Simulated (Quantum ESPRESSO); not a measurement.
# Ti(0001), stepped through the number of layers, part 5 of 8

What law, if any, do the results for Ti(0001) follow against the number of layers?

Quantum ESPRESSO 7.5; plane-wave DFT, PBE, GBRV ultrasoft pseudopotentials.

So far. Step 5 (SCF with pw.x, 4 layers): The vacuum levels are read from the outermost 0.7 Å of the cell on either side. Step 5 (SCF with pw.x, 4 layers): Inside the slab this potential holds the local part of the pseudopotentials, which can be repulsive at the nuclei; only its value in the vacuum has a meaning of its own.

**6. Relaxing the ions, 5 layers**

System of this step: Ti(0001), 5 layers. The cell holds 5 atoms: 5 Ti. Its edges and angles: a = 2.939 Å, b = 2.939 Å, c = 25.160 Å, α = 90.0°, β = 90.0°, γ = 60.0°. It derives from Ti. Vacuum lies along c.

Contents of m1.relax.in:

```
&control
  prefix = 'm1.relax'
  outdir = './out'
  pseudo_dir = './pseudo'
  nstep = 40
  forc_conv_thr = 0.001
  calculation = 'relax'
/
&system
  ibrav = 0
  nat = 5
  ntyp = 1
  ecutwfc = 40
  ecutrho = 200
  occupations = 'smearing'
  smearing = 'mv'
  degauss = 0.02
/
&electrons
  conv_thr = 1e-08
  mixing_beta = 0.4
  electron_maxstep = 120
  mixing_mode = 'local-TF'
/
&ions
/
ATOMIC_SPECIES
  Ti  47.8670  ti_pbe_v1.4.uspp.F.UPF
CELL_PARAMETERS angstrom
  2.93894489200000 0.00000000000000 0.00000000000000
  1.46947244600000 2.54520093679451 0.00000000000000
  0.00000000000000 0.00000000000000 25.16028228228083
ATOMIC_POSITIONS crystal
  Ti  0.000000000000 0.000000000000 0.315343014364
  Ti  0.666666666700 0.666666666700 0.407671507182
  Ti  0.000000000000 0.000000000000 0.500000000000 0 0 0
  Ti  0.666666666700 0.666666666700 0.592328492818
  Ti  0.000000000000 0.000000000000 0.684656985636
K_POINTS automatic
  12 12 1 0 0 0
```

Run with:

```console
> OMP_NUM_THREADS=1 mpirun -n 4 pw.x -nk 4 -in m1.relax.in > m1.relax.out
```

What it wrote:

```text
[banner, memory and clock lines left out]
Program PWSCF v.7.5 starts
[...]
Message from routine setup:
[...]
number of electrons       =        60.00
     number of Kohn-Sham states=           36
     kinetic-energy cutoff     =      40.0000  Ry
     charge density cutoff     =     200.0000  Ry
[...]
number of k points=    19  Marzari-Vanderbilt smearing, width (Ry)=  0.0200
[...]
Dense  grid:    60755 G-vectors     FFT dimensions: (  25,  25, 216)
[...]
negative rho (up, down):  1.448E-02 0.000E+00
     Starting wfcs are   50 randomized atomic wfcs
[...]
negative rho (up, down):  1.743E-02 0.000E+00
[...]
estimated scf accuracy    <       3.39136499 Ry
[...]
negative rho (up, down):  3.029E-02 0.000E+00
[...]
estimated scf accuracy    <       1.42364651 Ry
[...]
negative rho (up, down):  2.369E-02 0.000E+00
[...]
estimated scf accuracy    <       0.15776468 Ry
[...]
negative rho (up, down):  2.543E-02 0.000E+00
[...]
estimated scf accuracy    <       0.13906987 Ry
[...]
negative rho (up, down):  2.327E-02 0.000E+00
[...]
estimated scf accuracy    <       0.00254271 Ry
[...]
negative rho (up, down):  2.138E-02 0.000E+00
[...]
estimated scf accuracy    <       0.00164015 Ry
[...]
negative rho (up, down):  1.829E-02 0.000E+00
[...]
estimated scf accuracy    <       0.00199528 Ry
[...]
negative rho (up, down):  1.562E-02 0.000E+00
[...]
estimated scf accuracy    <       0.00104838 Ry
[...]
negative rho (up, down):  1.155E-02 0.000E+00
[...]
estimated scf accuracy    <       0.00058142 Ry
[...]
negative rho (up, down):  1.026E-02 0.000E+00
[...]
estimated scf accuracy    <       0.00023444 Ry
[...]
negative rho (up, down):  9.151E-03 0.000E+00
[...]
estimated scf accuracy    <       0.00031079 Ry
[...]
negative rho (up, down):  9.155E-03 0.000E+00
[...]
estimated scf accuracy    <       0.00006208 Ry
[...]
negative rho (up, down):  9.090E-03 0.000E+00
[...]
estimated scf accuracy    <       0.00005962 Ry
[...]
negative rho (up, down):  8.936E-03 0.000E+00
[...]
estimated scf accuracy    <       0.00001175 Ry
[...]
negative rho (up, down):  8.930E-03 0.000E+00
[...]
estimated scf accuracy    <       0.00002650 Ry
[...]
negative rho (up, down):  8.880E-03 0.000E+00
[...]
estimated scf accuracy    <       0.00000024 Ry
[...]
negative rho (up, down):  8.860E-03 0.000E+00
[...]
estimated scf accuracy    <       0.00000074 Ry
[...]
negative rho (up, down):  8.859E-03 0.000E+00
[...]
estimated scf accuracy    <       0.00000330 Ry
[...]
negative rho (up, down):  8.857E-03 0.000E+00
[...]
estimated scf accuracy    <       0.00000004 Ry
[...]
negative rho (up, down):  8.851E-03 0.000E+00
[...]
estimated scf accuracy    <       0.00000009 Ry
[...]
negative rho (up, down):  8.849E-03 0.000E+00
[...]
estimated scf accuracy    <       0.00000008 Ry
[...]
negative rho (up, down):  8.849E-03 0.000E+00
[...]
the Fermi energy is     3.9303 ev
!    total energy              =    -596.11166921 Ry
     estimated scf accuracy    <          7.7E-09 Ry
     smearing contrib. (-TS)   =      -0.00341162 Ry
     internal energy E=F+TS    =    -596.10825760 Ry
[...]
one-electron contribution =   -4184.72645532 Ry
     hartree contribution      =    2091.41717792 Ry
     xc contribution           =     -90.01609287 Ry
     ewald contribution        =    1587.21711267 Ry
     convergence has been achieved in  22 iterations
     negative rho (up, down):  8.849E-03 0.000E+00
[...]
Total force =     0.043501     Total SCF correction =     0.000169
[...]
negative rho (up, down):  8.608E-03 0.000E+00
[...]
negative rho (up, down):  8.433E-03 0.000E+00
[...]
estimated scf accuracy    <       0.05119609 Ry
[...]
negative rho (up, down):  8.271E-03 0.000E+00
[...]
estimated scf accuracy    <       0.00442613 Ry
[...]
negative rho (up, down):  8.240E-03 0.000E+00
[...]
estimated scf accuracy    <       0.00128241 Ry
[...]
negative rho (up, down):  8.172E-03 0.000E+00
[...]
estimated scf accuracy    <       0.00040200 Ry
[...]
negative rho (up, down):  8.182E-03 0.000E+00
[...]
estimated scf accuracy    <       0.00085828 Ry
[...]
negative rho (up, down):  8.252E-03 0.000E+00
[...]
estimated scf accuracy    <       0.00016880 Ry
[...]
negative rho (up, down):  8.273E-03 0.000E+00
[...]
estimated scf accuracy    <       0.00003947 Ry
[...]
negative rho (up, down):  8.314E-03 0.000E+00
[...]
estimated scf accuracy    <       0.00000331 Ry
[...]
negative rho (up, down):  8.466E-03 0.000E+00
[...]
estimated scf accuracy    <       0.00000149 Ry
[...]
negative rho (up, down):  8.508E-03 0.000E+00
[...]
estimated scf accuracy    <       0.00000331 Ry
[...]
negative rho (up, down):  8.564E-03 0.000E+00
[...]
estimated scf accuracy    <       0.00000118 Ry
[...]
negative rho (up, down):  8.598E-03 0.000E+00
[...]
estimated scf accuracy    <       0.00000027 Ry
[...]
negative rho (up, down):  8.597E-03 0.000E+00
[...]
estimated scf accuracy    <       0.00000004 Ry
[...]
negative rho (up, down):  8.609E-03 0.000E+00
[...]
estimated scf accuracy    <       0.00000004 Ry
[...]
negative rho (up, down):  8.613E-03 0.000E+00
[...]
the Fermi energy is     3.9278 ev
!    total energy              =    -596.11345353 Ry
     estimated scf accuracy    <          4.2E-09 Ry
     smearing contrib. (-TS)   =      -0.00303969 Ry
     internal energy E=F+TS    =    -596.11041384 Ry
[...]
one-electron contribution =   -4189.54557690 Ry
     hartree contribution      =    2093.83049029 Ry
     xc contribution           =     -90.02375878 Ry
     ewald contribution        =    1589.62843156 Ry
     convergence has been achieved in  15 iterations
     negative rho (up, down):  8.613E-03 0.000E+00
[...]
Total force =     0.038435     Total SCF correction =     0.000239
[...]
WARNING: bfgs curvature condition failed, Theta= 0.906
[...]
negative rho (up, down):  7.503E-03 0.000E+00
[...]
negative rho (up, down):  7.302E-03 0.000E+00
[...]
estimated scf accuracy    <       0.05848729 Ry
[...]
negative rho (up, down):  7.126E-03 0.000E+00
[...]
estimated scf accuracy    <       0.00521755 Ry
[...]
negative rho (up, down):  7.092E-03 0.000E+00
[...]
estimated scf accuracy    <       0.00168465 Ry
[...]
negative rho (up, down):  6.414E-03 0.000E+00
[...]
estimated scf accuracy    <       0.22128022 Ry
[...]
negative rho (up, down):  6.002E-03 0.000E+00
[...]
estimated scf accuracy    <       0.02237162 Ry
[...]
negative rho (up, down):  5.883E-03 0.000E+00
[...]
estimated scf accuracy    <       0.01445657 Ry
[...]
negative rho (up, down):  5.578E-03 0.000E+00
[...]
estimated scf accuracy    <       0.00284845 Ry
[...]
negative rho (up, down):  5.630E-03 0.000E+00
[...]
estimated scf accuracy    <       0.00945255 Ry
[...]
negative rho (up, down):  5.644E-03 0.000E+00
[...]
estimated scf accuracy    <       0.00116440 Ry
[...]
negative rho (up, down):  5.699E-03 0.000E+00
[...]
estimated scf accuracy    <       0.00066583 Ry
[...]
negative rho (up, down):  5.831E-03 0.000E+00
[...]
estimated scf accuracy    <       0.00014234 Ry
[...]
negative rho (up, down):  6.253E-03 0.000E+00
[...]
estimated scf accuracy    <       0.00016193 Ry
[...]
negative rho (up, down):  6.507E-03 0.000E+00
[...]
estimated scf accuracy    <       0.00058230 Ry
[...]
negative rho (up, down):  6.622E-03 0.000E+00
[...]
estimated scf accuracy    <       0.00014844 Ry
[...]
negative rho (up, down):  6.710E-03 0.000E+00
[...]
estimated scf accuracy    <       0.00002317 Ry
[...]
negative rho (up, down):  6.719E-03 0.000E+00
[...]
estimated scf accuracy    <       0.00000513 Ry
[...]
negative rho (up, down):  6.793E-03 0.000E+00
[...]
estimated scf accuracy    <       0.00000212 Ry
[...]
negative rho (up, down):  6.817E-03 0.000E+00
[...]
estimated scf accuracy    <       0.00000132 Ry
[...]
negative rho (up, down):  6.834E-03 0.000E+00
[...]
estimated scf accuracy    <       0.00000119 Ry
[...]
negative rho (up, down):  6.837E-03 0.000E+00
[...]
estimated scf accuracy    <       0.00000016 Ry
[...]
negative rho (up, down):  6.837E-03 0.000E+00
[...]
estimated scf accuracy    <       0.00000008 Ry
[...]
negative rho (up, down):  6.838E-03 0.000E+00
[...]
estimated scf accuracy    <       0.00000003 Ry
[...]
negative rho (up, down):  6.840E-03 0.000E+00
[...]
estimated scf accuracy    <       0.00000008 Ry
[...]
negative rho (up, down):  6.840E-03 0.000E+00
[...]
estimated scf accuracy    <          3.1E-09 Ry
[...]
negative rho (up, down):  6.840E-03 0.000E+00
[...]
the Fermi energy is     3.9266 ev
!    total energy              =    -596.11849575 Ry
     estimated scf accuracy    <          5.8E-10 Ry
     smearing contrib. (-TS)   =      -0.00080226 Ry
     internal energy E=F+TS    =    -596.11769350 Ry
[...]
one-electron contribution =   -4221.91852129 Ry
     hartree contribution      =    2110.08764111 Ry
     xc contribution           =     -90.08238220 Ry
     ewald contribution        =    1605.79556888 Ry
     convergence has been achieved in  22 iterations
     negative rho (up, down):  6.840E-03 0.000E+00
[...]
Total force =     0.003577     Total SCF correction =     0.000073
[...]
negative rho (up, down):  6.945E-03 0.000E+00
[...]
negative rho (up, down):  6.845E-03 0.000E+00
[...]
estimated scf accuracy    <       0.00334671 Ry
[...]
negative rho (up, down):  6.812E-03 0.000E+00
[...]
estimated scf accuracy    <       0.00023079 Ry
[...]
negative rho (up, down):  6.739E-03 0.000E+00
[...]
estimated scf accuracy    <       0.00007080 Ry
[...]
negative rho (up, down):  6.727E-03 0.000E+00
[...]
estimated scf accuracy    <       0.00001168 Ry
[...]
negative rho (up, down):  6.739E-03 0.000E+00
[...]
estimated scf accuracy    <       0.00000136 Ry
[...]
negative rho (up, down):  6.763E-03 0.000E+00
[...]
estimated scf accuracy    <       0.00000184 Ry
[...]
negative rho (up, down):  6.836E-03 0.000E+00
[...]
estimated scf accuracy    <       0.00000078 Ry
[...]
negative rho (up, down):  6.882E-03 0.000E+00
[...]
estimated scf accuracy    <       0.00000013 Ry
[...]
negative rho (up, down):  6.910E-03 0.000E+00
[...]
estimated scf accuracy    <       0.00000011 Ry
[...]
negative rho (up, down):  6.933E-03 0.000E+00
[...]
estimated scf accuracy    <       0.00000006 Ry
[...]
negative rho (up, down):  6.936E-03 0.000E+00
[...]
estimated scf accuracy    <          9.8E-09 Ry
[...]
negative rho (up, down):  6.940E-03 0.000E+00
[...]
estimated scf accuracy    <       0.00000002 Ry
[...]
negative rho (up, down):  6.940E-03 0.000E+00
[...]
estimated scf accuracy    <          7.6E-10 Ry
[...]
negative rho (up, down):  6.940E-03 0.000E+00
[...]
estimated scf accuracy    <          9.5E-10 Ry
[...]
negative rho (up, down):  6.940E-03 0.000E+00
[...]
estimated scf accuracy    <          2.8E-10 Ry
[...]
negative rho (up, down):  6.940E-03 0.000E+00
[...]
the Fermi energy is     3.9267 ev
!    total energy              =    -596.11851058 Ry
     estimated scf accuracy    <          9.1E-12 Ry
     smearing contrib. (-TS)   =      -0.00074766 Ry
     internal energy E=F+TS    =    -596.11776291 Ry
[...]
one-electron contribution =   -4224.39085246 Ry
     hartree contribution      =    2111.32745819 Ry
     xc contribution           =     -90.08485474 Ry
     ewald contribution        =    1607.03048611 Ry
     convergence has been achieved in  16 iterations
     negative rho (up, down):  6.940E-03 0.000E+00
[...]
Total force =     0.003444     Total SCF correction =     0.000012
[...]
negative rho (up, down):  7.049E-03 0.000E+00
[...]
negative rho (up, down):  6.895E-03 0.000E+00
[...]
estimated scf accuracy    <       0.01479600 Ry
[...]
negative rho (up, down):  6.863E-03 0.000E+00
[...]
estimated scf accuracy    <       0.00085000 Ry
[...]
negative rho (up, down):  6.740E-03 0.000E+00
[...]
estimated scf accuracy    <       0.00013312 Ry
[...]
negative rho (up, down):  6.757E-03 0.000E+00
[...]
estimated scf accuracy    <       0.00001191 Ry
[...]
negative rho (up, down):  6.790E-03 0.000E+00
[...]
estimated scf accuracy    <       0.00000616 Ry
[...]
negative rho (up, down):  6.793E-03 0.000E+00
[...]
estimated scf accuracy    <       0.00001509 Ry
[...]
negative rho (up, down):  6.834E-03 0.000E+00
[...]
estimated scf accuracy    <       0.00001460 Ry
[...]
negative rho (up, down):  6.909E-03 0.000E+00
[...]
estimated scf accuracy    <       0.00000064 Ry
[...]
negative rho (up, down):  6.957E-03 0.000E+00
[...]
estimated scf accuracy    <       0.00000124 Ry
[...]
negative rho (up, down):  7.014E-03 0.000E+00
[...]
estimated scf accuracy    <       0.00000020 Ry
[...]
negative rho (up, down):  7.028E-03 0.000E+00
[...]
estimated scf accuracy    <       0.00000008 Ry
[...]
negative rho (up, down):  7.041E-03 0.000E+00
[...]
estimated scf accuracy    <       0.00000002 Ry
[...]
negative rho (up, down):  7.041E-03 0.000E+00
[...]
estimated scf accuracy    <       0.00000003 Ry
[...]
negative rho (up, down):  7.044E-03 0.000E+00
[...]
estimated scf accuracy    <          3.0E-09 Ry
[...]
negative rho (up, down):  7.044E-03 0.000E+00
[...]
estimated scf accuracy    <          3.2E-09 Ry
[...]
negative rho (up, down):  7.044E-03 0.000E+00
[...]
the Fermi energy is     3.9266 ev
!    total energy              =    -596.11853032 Ry
     estimated scf accuracy    <          9.8E-11 Ry
     smearing contrib. (-TS)   =      -0.00071599 Ry
     internal energy E=F+TS    =    -596.11781434 Ry
[...]
one-electron contribution =   -4227.86297146 Ry
     hartree contribution      =    2113.06600047 Ry
     xc contribution           =     -90.08718590 Ry
     ewald contribution        =    1608.76634256 Ry
     convergence has been achieved in  16 iterations
     negative rho (up, down):  7.044E-03 0.000E+00
[...]
```

Run time: 14 min. Hardware: 4 MPI ranks of Arm Neoverse N1, shared host; peak memory 0.55 GiB; 56 min of CPU time.

Relaxation path:

```
step  energy less that of the first step (eV)  largest force (eV/Å)
   1                                   0.0000                0.6009
   2                                  -0.0243                0.5218
   3                                  -0.0477                0.4262
   4                                  -0.0749                0.2851
   5                                  -0.0929                0.0576
   6                                  -0.0931                0.0459
   7                                  -0.0934                0.0542
   8                                  -0.0938                0.0594
   9                                  -0.0945                0.0596
  10                                  -0.0953                0.0503
  11                                  -0.0959                0.0191
```

The atoms that moved most (Å):

```
atom     dx     dy      dz  length
 Ti5  0.000  0.000  -0.112   0.112
 Ti1  0.000  0.000   0.112   0.112
 Ti2  0.000  0.000  -0.051   0.051
 Ti4  0.000  0.000   0.051   0.051
```

Final coordinates:

```xyz
5
Lattice="2.9389 0.0000 0.0000 1.4695 2.5452 0.0000 0.0000 0.0000 25.1603" Properties=species:S:1:pos:R:3
Ti    0.0000    0.0000    8.0459
Ti    2.9389    1.6968   10.2066
Ti    0.0000    0.0000   12.5801
Ti    2.9389    1.6968   14.9537
Ti    0.0000    0.0000   17.1144
```

The relaxation lowers the energy by 19 meV an atom. On the free atoms the largest force ends at 0.019 eV/Å.

This step gave:

| Item | Value |
| --- | --- |
| free energy | -8110.6083 eV |
| Fermi energy | 3.921 eV |

**7. SCF with pw.x, 5 layers**

Contents of m1.esm.in:

```
&control
  prefix = 'm1.esm'
  outdir = './out'
  pseudo_dir = './pseudo'
  calculation = 'scf'
  tprnfor = .true.
/
&system
  ibrav = 0
  nat = 5
  ntyp = 1
  ecutwfc = 40
  ecutrho = 200
  occupations = 'smearing'
  smearing = 'mv'
  degauss = 0.02
  assume_isolated = 'esm'
  esm_bc = 'bc1'
/
&electrons
  conv_thr = 1e-08
  mixing_beta = 0.25
  electron_maxstep = 160
  mixing_mode = 'local-TF'
  mixing_ndim = 12
/
ATOMIC_SPECIES
  Ti  47.8670  ti_pbe_v1.4.uspp.F.UPF
CELL_PARAMETERS angstrom
  2.93894489200000 0.00000000000000 0.00000000000000
  1.46947244600000 2.54520093679451 0.00000000000000
  0.00000000000000 0.00000000000000 25.16028228228083
ATOMIC_POSITIONS crystal
  Ti  0.000000000000 0.000000000000 -0.180214046700
  Ti  0.666666666700 0.666666666700 -0.094336310300
  Ti  0.000000000000 0.000000000000 0.000000000000
  Ti  0.666666666700 0.666666666700 0.094336310300
  Ti  0.000000000000 0.000000000000 0.180214046700
K_POINTS automatic
  12 12 1 0 0 0
```

Run with:

```console
> OMP_NUM_THREADS=1 mpirun -n 4 pw.x -nk 4 -in m1.esm.in > m1.esm.out
```

What it wrote:

```text
[banner, memory and clock lines left out]
Program PWSCF v.7.5 starts
[...]
Message from routine setup:
[...]
number of electrons       =        60.00
     number of Kohn-Sham states=           36
     kinetic-energy cutoff     =      40.0000  Ry
     charge density cutoff     =     200.0000  Ry
[...]
number of k points=    19  Marzari-Vanderbilt smearing, width (Ry)=  0.0200
[...]
Dense  grid:    60755 G-vectors     FFT dimensions: (  25,  25, 216)
[...]
negative rho (up, down):  1.080E-02 0.000E+00
     Starting wfcs are   50 randomized atomic wfcs
[...]
negative rho (up, down):  9.917E-03 0.000E+00
[...]
estimated scf accuracy    <       2.34077019 Ry
[...]
negative rho (up, down):  8.574E-03 0.000E+00
[...]
estimated scf accuracy    <       1.68484512 Ry
[...]
negative rho (up, down):  9.082E-03 0.000E+00
[...]
estimated scf accuracy    <       0.37715331 Ry
[...]
negative rho (up, down):  9.452E-03 0.000E+00
[...]
estimated scf accuracy    <       0.90943971 Ry
[...]
negative rho (up, down):  1.010E-02 0.000E+00
[...]
estimated scf accuracy    <       0.56008948 Ry
[...]
negative rho (up, down):  1.214E-02 0.000E+00
[...]
estimated scf accuracy    <       0.02519536 Ry
[...]
negative rho (up, down):  1.259E-02 0.000E+00
[...]
estimated scf accuracy    <       0.28749163 Ry
[...]
negative rho (up, down):  1.223E-02 0.000E+00
[...]
estimated scf accuracy    <       0.23882672 Ry
[...]
negative rho (up, down):  1.649E-02 0.000E+00
[...]
estimated scf accuracy    <       0.28074710 Ry
[...]
negative rho (up, down):  1.629E-02 0.000E+00
[...]
estimated scf accuracy    <       0.04761614 Ry
[...]
negative rho (up, down):  1.545E-02 0.000E+00
[...]
estimated scf accuracy    <       0.02955222 Ry
[...]
negative rho (up, down):  1.571E-02 0.000E+00
[...]
estimated scf accuracy    <       0.03715060 Ry
[...]
negative rho (up, down):  7.492E-03 0.000E+00
[...]
estimated scf accuracy    <       0.00000154 Ry
[...]
negative rho (up, down):  7.488E-03 0.000E+00
[...]
estimated scf accuracy    <       0.00000059 Ry
[...]
negative rho (up, down):  7.486E-03 0.000E+00
[...]
estimated scf accuracy    <       0.00000044 Ry
[...]
negative rho (up, down):  7.486E-03 0.000E+00
[...]
estimated scf accuracy    <       0.00000044 Ry
[...]
negative rho (up, down):  7.488E-03 0.000E+00
[...]
estimated scf accuracy    <       0.00000041 Ry
[...]
negative rho (up, down):  7.489E-03 0.000E+00
[...]
estimated scf accuracy    <       0.00000031 Ry
[...]
negative rho (up, down):  7.489E-03 0.000E+00
[...]
estimated scf accuracy    <       0.00000025 Ry
[...]
negative rho (up, down):  7.489E-03 0.000E+00
[...]
estimated scf accuracy    <       0.00000021 Ry
[...]
negative rho (up, down):  7.489E-03 0.000E+00
[...]
estimated scf accuracy    <       0.00000012 Ry
[...]
negative rho (up, down):  7.486E-03 0.000E+00
[...]
the Fermi energy is    -4.4350 ev
!    total energy              =    -596.11872074 Ry
     estimated scf accuracy    <          1.0E-08 Ry
     smearing contrib. (-TS)   =      -0.00073179 Ry
     internal energy E=F+TS    =    -596.11798895 Ry
[...]
one-electron contribution =   11841.62916763 Ry
     hartree contribution      =   -5940.09203635 Ry
     xc contribution           =     -90.11027353 Ry
     ewald contribution        =   -6407.54484670 Ry
     convergence has been achieved in  54 iterations
     negative rho (up, down):  7.486E-03 0.000E+00
[...]
Total force =     0.001422     Total SCF correction =     0.000320
[...]
```

Wall time 4 min (4 MPI ranks); peak memory 0.55 GiB.

Numbers from this step:

```
free energy                                                    : -8110.6084 eV
Fermi energy                                                   : -4.435 eV
vacuum line at the lower end of the cell, over the Fermi level : 4.435 eV
vacuum line at the upper end of the cell, over the Fermi level : 4.435 eV
```

Inside the slab this potential holds the local part of the pseudopotentials, which can be repulsive at the nuclei; only its value in the vacuum has a meaning of its own.

[end of part 5 of 8]

[Logs are printed without paths, hosts, clocks, repeated set-up lines and the standing remarks that a program may print on its own settings, such as how far it seeks lower states.]

[Hosts, paths, dates, database ids (printed as entryN), source tags and the programs' standing remarks are cut or masked in the printed files.]

[Maps of the electrostatic potential energy from Ansatz leave out the sawtooth potential of an applied field or a dipole correction, so their vacuum need not be flat; planar profiles and work functions include it.]
